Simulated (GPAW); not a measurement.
# Near-edge structure at the O K edge of La2O3 (P-3m1), part 2 of 3

How does the O K edge of La2O3 (P-3m1) move when the bonds are compressed or stretched?

GPAW 26.7.0; X-ray absorption from dipole matrix elements to empty bands, plane-wave PAW PBE.

So far. Step 2 (The field without a hole): The mesh shows a gap of 3.92 eV, so the hole is first treated in a charged cell, without the excited electron.

## Step 4: Spectrum with FCH, O atom 3

The holes are 6.8 Å apart. In GPAW the data set carries the hole's charge, so charge=0 means a charged cell and charge=-1 a neutral one. The excited electron is left out and a uniform background balances the charge. After the field has converged, empty bands are computed with the density fixed and the dipole matrix elements are summed.

The absorber has 6 La at 2.72 Å (octahedral, site symmetry -3m).

The input, xas.py:

```python
import numpy as np
from ase import Atoms
from ase.parallel import parprint, paropen
from gpaw import GPAW, PW, FermiDirac, Mixer, MixerDif, setup_paths
from gpaw.test import gen
setup_paths.insert(0, '.')
gen('O', name='fch1s', xcname='PBE', corehole=(1, 0, 1), write_xml=True)
from gpaw.mpi import world
world.barrier()

atoms = Atoms('La6O9',
    cell=[[-5.89616682, 3.4041535, 0],
     [-5.89616682, -3.4041535, 0],
     [3.93077788, 0, 6.11195352]],
    scaled_positions=[[0.41541189, 0.74874523, 0.24623568],
     [0.74874523, 0.08207856, 0.24623568],
     [0.08207856, 0.41541189, 0.24623568],
     [0.25125477, 0.91792144, 0.75376432],
     [0.58458811, 0.25125477, 0.75376432],
     [0.91792144, 0.58458811, 0.75376432],
     [0, 0, 0],
     [0.33333333, 0.33333333, 0],
     [0.66666667, 0.66666667, 0],
     [0.54863022, 0.88196355, 0.64589065],
     [0.88196355, 0.21529688, 0.64589065],
     [0.21529688, 0.54863022, 0.64589065],
     [0.11803645, 0.78470312, 0.35410935],
     [0.45136978, 0.11803645, 0.35410935],
     [0.78470312, 0.45136978, 0.35410935]],
    pbc=True)
atoms.calc = calc = GPAW(legacy_gpaw=True, mode=PW(500, force_complex_dtype=True), xc='PBE', setups={6: 'fch1s'},
    kpts={'size': (3, 3, 3), 'gamma': True}, occupations=FermiDirac(0.02),
    charge=0, mixer=Mixer(0.1, 5, 50), maxiter=150,
    convergence={'density': 0.0001, 'eigenstates': 1e-6}, txt='scf.txt')
energy = atoms.get_potential_energy() + calc.get_reference_energy()
ef = calc.get_fermi_level()
out = dict(energy=energy, fermi=ef, forces=atoms.get_forces().tolist())
parprint(f'all-electron energy {energy:.4f} eV, Fermi level {ef:.4f} eV')
ev = np.array([[calc.get_eigenvalues(k, s) for k in range(len(calc.get_ibz_k_points()))] for s in range(calc.get_number_of_spins())])
out['homo'], out['lumo'], out['counts'] = ev[ev < ef].max(), ev[ev > ef].min(), sorted(set((ev < ef).sum((0, 2)).tolist()))
out['filled'] = (ev[:, 0] < ef).sum(1).tolist()

from ase.units import Ha
from gpaw.xas import dipole_matrix_elements
nb = int(calc.get_number_of_electrons() / 2) + 179
top, nb = nb, nb + 8 + nb // 12
nscf = calc.fixed_density(kpts={'size': (4, 4, 4), 'gamma': True}, nbands=nb,
    convergence={'bands': top, 'eigenstates': 5e-3}, maxiter=60, txt='nscf.txt')
cell = atoms.cell.array
ops = [cell.T @ U.T @ np.linalg.inv(cell.T) for U in nscf.wfs.kd.symmetry.op_scc]
filled = [60]  # bands filled in the ground state, by spin
E = np.arange(-6, 34, 0.1)
fwhm = np.interp(E, [4, 25], [0.9, 3.5])
Y, X, zero, highest = 0, 0, 1e9, 1e9
for spin in range(nscf.get_number_of_spins()):
    wfs = nscf.wfs
    mine = wfs.bd.get_slice()  # this rank's bands
    A = dipole_matrix_elements(wfs.setups[6])
    eps = np.zeros((wfs.kd.nibzkpts, nb))
    d = np.zeros((3, A.shape[1], wfs.kd.nibzkpts, nb), complex)
    for kpt in wfs.kpt_u:
        if kpt.s == spin and 6 in kpt.P_ani:
            eps[kpt.k, mine] = kpt.eps_n * Ha
            d[:, :, kpt.k, mine] = (kpt.weight * wfs.nspins / 2) ** 0.5 * np.inner(A, kpt.P_ani[6])
    world.sum(eps)
    world.sum(d)
    T = np.einsum('amkn,bmkn->abkn', d, d.conj()).real
    T = sum(np.einsum('ai,ijkn,bj->abkn', R, T, R) for R in ops) / len(ops)
    empty = np.ones_like(eps, bool) & (np.arange(nb) >= filled[spin])
    zero, highest = min(zero, eps[empty].min()), min(highest, eps[:, top - 1].min())
    lines = [(eps, T, empty)] if spin == 0 else lines + [(eps, T, empty)]
for eps, T, empty in lines:
    f = np.einsum('aakn->akn', T).reshape(3, -1)
    x = eps.ravel() - zero
    w = np.interp(x, E, fwhm) / 2.35482
    g = np.exp(-0.5 * ((E[:, None] - x) / w) ** 2) / (w * (2 * np.pi) ** 0.5)
    Y = Y + (f * empty.ravel()) @ g.T
    X = X + (f * ~empty.ravel()) @ g.T
out.update(E=E.round(2).tolist(), xas=Y.tolist(), xes=X.tolist(), zero=zero, valid=highest - zero, nk=len(eps), nb=nb)
for i in range(0, len(E), 10):
    parprint(f'{E[i]:7.2f}', *(f'{v:10.3e}' for v in Y[:, i]))
import json
with paropen('out.json', 'w') as f:
    json.dump(out, f)
```

Command:

```console
OMP_NUM_THREADS=1 mpirun -n 4 gpaw python xas.py
```

Numbers of over 12 decimals in the logs are rounded to 6 here.

The log of the run:

```text
Input parameters:
  convergence: {density: 0.0001,
                eigenstates: 1e-06}
  kpts: {gamma: True,
         size: (3, 3, 3)}
  maxiter: 150
  mixer: {backend: pulay,
          beta: 0.1,
          method: separate,
          nmaxold: 5,
          weight: 50}
  mode: {ecut: 500.0,
         force_complex_dtype: True,
         name: pw}
  occupations: {fixmagmom: False,
                name: fermi-dirac,
                width: 0.02}
  setups: {6: fch1s}
  xc: PBE

Initialize ...

[... PAW data sets ...]

Reference energy: -1404491.608105  # eV

Spin-paired calculation

[... convergence settings ...]
Symmetries present (total): 2
  [... symmetry matrices ...]

27 k-points: 3 x 3 x 3 Monkhorst-Pack grid
14 k-points in the irreducible part of the Brillouin zone
       k-points in crystal coordinates                weights
   0:     0.00000000    0.00000000    0.00000000          1/27
   1:     0.00000000    0.00000000    0.33333333          2/27
   2:     0.00000000    0.33333333   -0.33333333          2/27
   3:     0.00000000    0.33333333    0.00000000          2/27
   4:     0.00000000    0.33333333    0.33333333          2/27
   5:     0.33333333   -0.33333333   -0.33333333          2/27
   6:     0.33333333   -0.33333333    0.00000000          2/27
   7:     0.33333333   -0.33333333    0.33333333          2/27
   8:     0.33333333    0.00000000   -0.33333333          2/27
   9:     0.33333333    0.00000000    0.00000000          2/27
          ...
  13:     0.33333333    0.33333333    0.33333333          2/27

Wave functions: Plane wave expansion
  Cutoff energy: 500.000 eV
  Number of coefficients (min, max): 6219, 6244
  Pulay-stress correction: 0.000000 eV/Ang^3 (de/decut=0.000000)
  Using FFTW library
  Wavefunction extrapolation:
    Improved wavefunction reuse through dual PAW basis

Occupation numbers: Fermi-Dirac:
  width: 0.0200  # eV

Eigensolver
   Davidson(niter=2)

Densities:
  Coarse grid: 36*36*40 grid
  Fine grid: 72*72*80 grid
  Total Charge: 1.000000

Density mixing:
  Method: separate
  Backend: pulay
  Linear mixing parameter: 0.1
  old densities: 5
  Width of damping distribution: 1.1
  Damping of long wavelength oscillations: 50

[... Hamiltonian set-up ...]
Number of atoms: 15
Number of atomic orbitals: 156
Number of bands in calculation: 76
Number of valence electrons: 120
Bands to converge: occupied

... initialized

Initializing position-dependent things.

Density initialized from atomic densities
Creating initial wave functions:
  76 bands from LCAO basis set

              La       La
                   O
                 La
             O        O
              O    La  O

             La  O    La
        O         O         O

Atomic positions and initial magnetic moments

Positions:
   0 La    -5.896167   -1.134718    1.504981    ( 0.0000,  0.0000,  0.0000)
   1 La    -3.930778    2.269436    1.504981    ( 0.0000,  0.0000,  0.0000)
   2 La    -1.965389   -1.134718    1.504981    ( 0.0000,  0.0000,  0.0000)
   3 La    -3.930778   -2.269436    4.606972    ( 0.0000,  0.0000,  0.0000)
   4 La    -1.965389    1.134718    4.606972    ( 0.0000,  0.0000,  0.0000)
   5 La    -5.896167    1.134718    4.606972    ( 0.0000,  0.0000,  0.0000)
   6 O      0.000000    0.000000    0.000000    ( 0.0000,  0.0000,  0.0000)
[...]
12 O     -3.930778   -2.269436    2.164300    ( 0.0000,  0.0000,  0.0000)
  13 O     -1.965389    1.134718    2.164300    ( 0.0000,  0.0000,  0.0000)
  14 O     -5.896167    1.134718    2.164300    ( 0.0000,  0.0000,  0.0000)

Unit cell:
           periodic     x           y           z      points  spacing
  1. axis:    yes   -5.896167    3.404154    0.000000    36     0.1559
  2. axis:    yes   -5.896167   -3.404154    0.000000    36     0.1559
  3. axis:    yes    3.930778    0.000000    6.111954    40     0.1528

  Lengths:   6.808307   6.808307   7.266842
  Angles:  117.933742 117.933742  60.000000

Effective grid spacing dv^(1/3) = 0.1679

iter:   1  -171.479892
iter:   2  -160.577825   +0.20  -0.84
iter:   3  -148.748385   +0.96  -0.94
iter:   4  -149.806967   +0.23  -1.34
iter:   5  -151.382992   +0.03  -1.40
iter:   6  -150.166664   -0.10  -1.47
iter:   7  -150.396930   -0.68  -1.93
iter:   8  -150.853639   -0.10  -1.83
[...]
iter:  13  -150.063393   -0.09  -1.56
iter:  14  -150.220156   -0.62  -2.27
iter:  15  -150.243858   -1.40  -2.29
iter:  16  -150.227978c  -1.90  -2.37
iter:  17  -150.254522c  -1.29  -2.62
iter:  18  -150.237628c  -2.09  -2.53
iter:  19  -150.233396c  -2.47  -2.81
iter:  20  -150.234314c  -2.63  -3.23
iter:  21  -150.234383c  -3.25  -3.25
iter:  22  -150.234218c  -3.06  -3.26
[...]
iter:  26  -150.234058c  -4.45  -3.83
iter:  27  -150.234110c  -4.31  -4.03c
iter:  28  -150.234101c  -4.92  -3.81
iter:  29  -150.234055c  -4.67  -3.82
iter:  30  -150.234069c  -5.14  -4.19c
iter:  31  -150.234069c  -4.73  -4.15c
iter:  32  -150.234063c  -5.14  -4.16c
iter:  33  -150.234063c  -5.89  -4.52c
iter:  34  -150.234063c  -5.96  -4.56c
iter:  35  -150.234063c  -6.44c -4.66c

Converged after 35 iterations.

Dipole moment: (-0.000000, -0.000000, -0.000000) |e|*Ang

Energy contributions relative to reference atoms: (reference = -1404491.608105)

Kinetic:       +132.725557
Potential:     -149.405770
External:        +0.000000
XC:            -130.578150
Entropy (-ST):   -0.000000
Local:           -2.975699
SIC:             +0.000000
--------------------------
Free energy:   -150.234063
Extrapolated:  -150.234063

Showing only first 2 kpts
 Kpt  Band  Eigenvalues  Occupancy
  0    58      8.02259    2.00000
  0    59      8.08467    2.00000
  0    60     12.28540    0.00000
  0    61     12.30658    0.00000

  1    58      8.00450    2.00000
  1    59      8.10231    2.00000
  1    60     12.06724    0.00000
[...]
Fermi level: 9.41113

Gap: 3.926 eV
Transition (v -> c):
  (s=0, k=2, n=59, [0.00, 0.33, -0.33]) -> (s=0, k=8, n=60, [0.33, 0.00, -0.33])
Direct/indirect transitions are different
Direct gap: 3.926 eV
Transition at: (s=0, k=2, n=59, [0.00, 0.33, -0.33])

Forces in eV/Ang:
  0 La    0.00522    1.12435    0.59216
  1 La    0.97246   -0.56775    0.59360
  2 La   -0.97671   -0.55873    0.59348
  3 La   -0.97246    0.56775   -0.59360
  4 La   -0.00522   -1.12435   -0.59216
  5 La    0.97671    0.55873   -0.59348
  6 O     0.00000    0.00000    0.00000
[...]
12 O    -0.10216   -0.05623   -0.25335
 13 O     0.10129   -0.06069   -0.25324
 14 O     0.00342    0.11799   -0.25330
Scalar-relativistic atomic PBE calculation for O (Oxygen, Z=8)
Core hole in 1s state (1s occupation: 1.0)
300 radial gridpoints.
|------------------------------------------------|
|------------------------------------------------|
[... the atom generator's iteration count ...]

Energy contributions:
-------------------------
Kinetic:      +54.482386
XC:            -6.221029
Potential:   -102.872811
-------------------------
Total:        -54.611454

state      eigenvalue         ekin         rmax
-----------------------------------------------
1s^1.0 :   -21.894578    30.998381        0.126
2s^2.0 :    -1.608483     4.112072        0.796
2p^4.0 :    -1.062351     3.814965        0.685
-----------------------------------------------
(units: Bohr and Hartree)

Generating PAW setup
Kinetic energy of the core from tauc = 31.023928
Cutoffs:
rc(s)=1.300
rc(p)=1.130
rc(d)=1.170
rc(vbar)=1.300
rc(comp)=1.260
rc(nct)=1.300

Kinetic energy of the core states: 30.998381
Charge: 1.0
Core electrons: 1.0
Valence electrons: 6.0
Pseudo-core charge: 0.000187
Shape function alpha=6.299
Pseudo-electron charge 5.288669
state    eigenvalue         norm
--------------------------------
2s(2) :    -1.608483     1.066038
*s    :    -0.608483
2p(4) :    -1.062351     0.789101
*p    :    -0.062351
*d    :     0.000000
--------------------------------

Diagonalizing with gridspacing h=0.050

state   all-electron     PAW
-------------------------------
2s:      -1.608483    -1.609927
2p:      -1.062351    -1.068630
*d:                   -0.061610
*f:                   -0.013338
-------------------------------
all-electron energy -1404641.8422 eV, Fermi level 9.4111 eV
[...]
31.00  3.851e-05  3.847e-05  5.519e-05
  32.00  3.962e-05  3.952e-05  5.537e-05
  33.00  4.080e-05  4.063e-05  5.224e-05
```

It took 9.2 min on 4 MPI ranks of Intel Xeon Platinum 8259CL at 2.50GHz (Skylake/Cascade Lake), shared host; peak memory 0.85 GiB.

The O K spectrum, O atom 3, full core hole (charged cell) (energy from the lowest empty level; intensity scaled to a mean of 1 over the first 20 eV; polarised curves are means over the symmetry-equivalent atoms):

```
E (eV)  isotropic  ε ⊥ c  ε ∥ c
 -2.00       0.00   0.00   0.00
 -1.25       0.00   0.00   0.00
 -0.50       0.02   0.02   0.01
  0.25       0.46   0.55   0.28
  1.00       2.33   2.56   1.85
  1.75       2.66   2.62   2.74
  2.50       1.53   1.92   0.74
  3.25       1.06   0.76   1.66
  4.00       0.97   0.42   2.08
  4.75       1.34   0.87   2.28
  5.50       1.70   1.80   1.51
  6.25       1.70   2.37   0.34
  7.00       0.78   1.08   0.16
  7.75       0.49   0.65   0.16
  8.50       0.54   0.66   0.32
  9.25       0.72   0.70   0.77
 10.00       0.72   0.54   1.08
 10.75       0.57   0.42   0.85
 11.50       0.49   0.40   0.67
 12.25       0.54   0.44   0.74
 13.00       0.65   0.52   0.90
 13.75       0.76   0.60   1.08
 14.50       0.83   0.69   1.10
 15.25       0.84   0.79   0.94
 16.00       0.82   0.87   0.74
 16.75       0.79   0.88   0.59
 17.50       0.79   0.92   0.54
 18.25       0.85   1.01   0.54
 19.00       0.92   1.09   0.58
 19.75       0.96   1.11   0.67
 20.50       0.99   1.08   0.82
 21.25       1.03   1.06   0.98
 22.00       1.08   1.06   1.12
 22.75       1.13   1.07   1.24
 23.50       1.15   1.08   1.31
 24.25       1.14   1.07   1.28
 25.00       1.09   1.05   1.17
 25.75       1.02   1.02   1.03
 26.50       0.95   0.97   0.90
 27.25       0.87   0.89   0.83
 28.00       0.80   0.80   0.80
 28.75       0.75   0.72   0.81
```

Main maxima below 24 eV (height): 1.4 eV (3.02), 5.9 eV (1.84), 9.6 eV (0.75), 15.2 eV (0.84) and 23.6 eV (1.15). A K edge sees empty p states on the absorber.

The hole costs E(hole) − E(ground) = 526.91 eV, and the lowest empty level of the hole cell on the spectrum's mesh lies at 11.97 eV, which puts the zero at 538.88 eV. One term is added: -8.91 eV, since the hole is spin-paired here and a spin-polarised one costs that much less in the free atom (computed apart). The photon energy is then 529.97 eV. The functional and the charged cell's background leave an error of a few eV in such absolute values.

## Step 5: Supercell without a hole, the energy reference

The cell changes for the next run, so it gets a reference energy of its own.

The cell differs from the one that the last finished run ended in (a 6.808 → 6.740 Å, b 6.808 → 6.740 Å, c 7.267 → 7.193 Å).

The input, scf.py:

```python
import numpy as np
from ase import Atoms
from ase.parallel import parprint, paropen
from gpaw import GPAW, PW, FermiDirac, Mixer, MixerDif, setup_paths
from gpaw.test import gen
setup_paths.insert(0, '.')
gen('O', name='nch1s', xcname='PBE', corehole=(1, 0, 0), write_xml=True)
from gpaw.mpi import world
world.barrier()

atoms = Atoms('La6O9',
    cell=[[-5.8366055, 3.36976576, 0],
     [-5.8366055, -3.36976576, 0],
     [3.89107034, 0, 6.05021239]],
    scaled_positions=[[0.41541189, 0.74874523, 0.24623568],
     [0.74874523, 0.08207856, 0.24623568],
     [0.08207856, 0.41541189, 0.24623568],
     [0.25125477, 0.91792144, 0.75376432],
     [0.58458811, 0.25125477, 0.75376432],
     [0.91792144, 0.58458811, 0.75376432],
     [0, 0, 0],
     [0.33333333, 0.33333333, 0],
     [0.66666667, 0.66666667, 0],
     [0.54863022, 0.88196355, 0.64589065],
     [0.88196355, 0.21529688, 0.64589065],
     [0.21529688, 0.54863022, 0.64589065],
     [0.11803645, 0.78470312, 0.35410935],
     [0.45136978, 0.11803645, 0.35410935],
     [0.78470312, 0.45136978, 0.35410935]],
    pbc=True)
atoms.calc = calc = GPAW(legacy_gpaw=True, mode=PW(500, force_complex_dtype=True), xc='PBE', setups={6: 'nch1s'},
    kpts={'size': (3, 3, 3), 'gamma': True}, occupations=FermiDirac(0.02),
    charge=0, mixer=Mixer(0.1, 5, 50), maxiter=150,
    convergence={'density': 0.0001, 'eigenstates': 1e-6}, txt='scf.txt')
energy = atoms.get_potential_energy() + calc.get_reference_energy()
ef = calc.get_fermi_level()
out = dict(energy=energy, fermi=ef, forces=atoms.get_forces().tolist())
parprint(f'all-electron energy {energy:.4f} eV, Fermi level {ef:.4f} eV')
ev = np.array([[calc.get_eigenvalues(k, s) for k in range(len(calc.get_ibz_k_points()))] for s in range(calc.get_number_of_spins())])
out['homo'], out['lumo'], out['counts'] = ev[ev < ef].max(), ev[ev > ef].min(), sorted(set((ev < ef).sum((0, 2)).tolist()))
out['filled'] = (ev[:, 0] < ef).sum(1).tolist()
import json
with paropen('out.json', 'w') as f:
    json.dump(out, f)
```

Command:

```console
OMP_NUM_THREADS=1 mpirun -n 4 gpaw python scf.py
```

The log of the run:

```text
Input parameters:
  convergence: {density: 0.0001,
                eigenstates: 1e-06}
  kpts: {gamma: True,
         size: (3, 3, 3)}
  maxiter: 150
  mixer: {backend: pulay,
          beta: 0.1,
          method: separate,
          nmaxold: 5,
          weight: 50}
  mode: {ecut: 500.0,
         force_complex_dtype: True,
         name: pw}
  occupations: {fixmagmom: False,
                name: fermi-dirac,
[...]
2s(2) :    -0.880545     1.081993
*s    :     0.119455
2p(4) :    -0.331818     0.878848
*p    :     0.668182
*d    :     0.000000
--------------------------------

Diagonalizing with gridspacing h=0.050

state   all-electron     PAW
-------------------------------
2s:      -0.880545    -0.881653
2p:      -0.331818    -0.335594
*d:                    0.049820
*f:                    0.077145
-------------------------------
all-electron energy -1405168.5645 eV, Fermi level 9.6569 eV
[key lines of the parts left out:]
Converged after 41 iterations.
Dipole moment: (-0.000000, 0.000000, -0.000000) |e|*Ang
Free energy:   -122.157345
Fermi level: 9.65693
```

The job ended after 3.6 min (4 MPI ranks; peak memory 0.41 GiB; 15 min of CPU time).

Reference energy: -1405168.565 eV with the cores included.

## Step 6: Spectrum with FCH, O atom 3

Shorter bonds are expected to push antibonding states and scattering resonances up, and longer ones down; the cell is scaled to test that.

Changed against the first core-hole run: volume scale from 1 to 0.97.

Edit xas.py of step 4 so:

```diff
@@ -11,5 +11,5 @@
 atoms = Atoms('La6O9',
-    cell=[[-5.89616682, 3.4041535, 0],
-     [-5.89616682, -3.4041535, 0],
-     [3.93077788, 0, 6.11195352]],
+    cell=[[-5.8366055, 3.36976576, 0],
+     [-5.8366055, -3.36976576, 0],
+     [3.89107034, 0, 6.05021239]],
     scaled_positions=[[0.41541189, 0.74874523, 0.24623568],
@@ -44,3 +44,3 @@
 from gpaw.xas import dipole_matrix_elements
-nb = int(calc.get_number_of_electrons() / 2) + 179
+nb = int(calc.get_number_of_electrons() / 2) + 174
 top, nb = nb, nb + 8 + nb // 12
```

Command:

```console
OMP_NUM_THREADS=1 mpirun -n 4 gpaw python xas.py
```

The log of the run:

```text
Input parameters:
  convergence: {density: 0.0001,
                eigenstates: 1e-06}
  kpts: {gamma: True,
         size: (3, 3, 3)}
  maxiter: 150
  mixer: {backend: pulay,
          beta: 0.1,
          method: separate,
          nmaxold: 5,
          weight: 50}
  mode: {ecut: 500.0,
         force_complex_dtype: True,
         name: pw}
  occupations: {fixmagmom: False,
                name: fermi-dirac,
[...]
*p    :    -0.062351
*d    :     0.000000
--------------------------------

Diagonalizing with gridspacing h=0.050

state   all-electron     PAW
-------------------------------
2s:      -1.608483    -1.609927
2p:      -1.062351    -1.068630
*d:                   -0.061610
*f:                   -0.013338
-------------------------------
all-electron energy -1404642.0269 eV, Fermi level 9.7271 eV
[...]
32.00  3.777e-05  3.790e-05  5.529e-05
  33.00  3.794e-05  3.817e-05  5.379e-05
[key lines of the parts left out:]
Converged after 38 iterations.
Dipole moment: (-0.000000, 0.000000, -0.000000) |e|*Ang
Free energy:   -150.418804
Fermi level: 9.72711
```

The job ended after 9.1 min (4 MPI ranks; peak memory 0.83 GiB; 36 min of CPU time).

```csv
E (eV),first run,this run
-2.0,0.00,0.00
-1.0,0.00,0.00
0.0,0.19,0.17
1.0,2.33,2.07
2.0,2.20,2.45
3.0,1.12,1.14
4.0,0.97,0.93
5.0,1.47,1.36
6.0,1.83,1.81
7.0,0.78,1.08
8.0,0.49,0.48
9.0,0.67,0.59
10.0,0.72,0.75
11.0,0.52,0.58
12.0,0.51,0.50
13.0,0.65,0.60
14.0,0.79,0.75
15.0,0.84,0.82
16.0,0.82,0.83
17.0,0.78,0.79
18.0,0.83,0.80
19.0,0.92,0.89
20.0,0.97,0.96
21.0,1.02,1.00
22.0,1.08,1.06
23.0,1.14,1.12
24.0,1.15,1.15
25.0,1.09,1.13
26.0,1.00,1.06
27.0,0.90,0.96
28.0,0.80,0.86
```

Against the first run the r.m.s. difference is 8 %. The highest intensity below 16 eV goes from 1.4 eV (3.02) to 1.5 eV (3.06).

The photon energy of the zero moves by +0.05 eV.

(Part 2 of 3 ends here.)

[Banner, clock and machine lines of the logs are left out without a mark of their own.]

[Logs are printed without paths, hosts, clocks, repeated set-up lines and the standing remarks that a program may print on its own settings, such as how far it seeks lower states.]

[Hosts, paths, dates, database ids (printed as entryN), source tags and the programs' standing remarks are cut or masked in the printed files.]

[Lists of maxima count a maximum above −3 eV only where it reaches 4 % of the highest in the window and stands out from its surroundings by 2 % of it (1.5 % where it reaches 55 %); shoulders and weaker maxima are passed over, and of the rest the first, up to two pre-edge ones and the few strongest are named.]
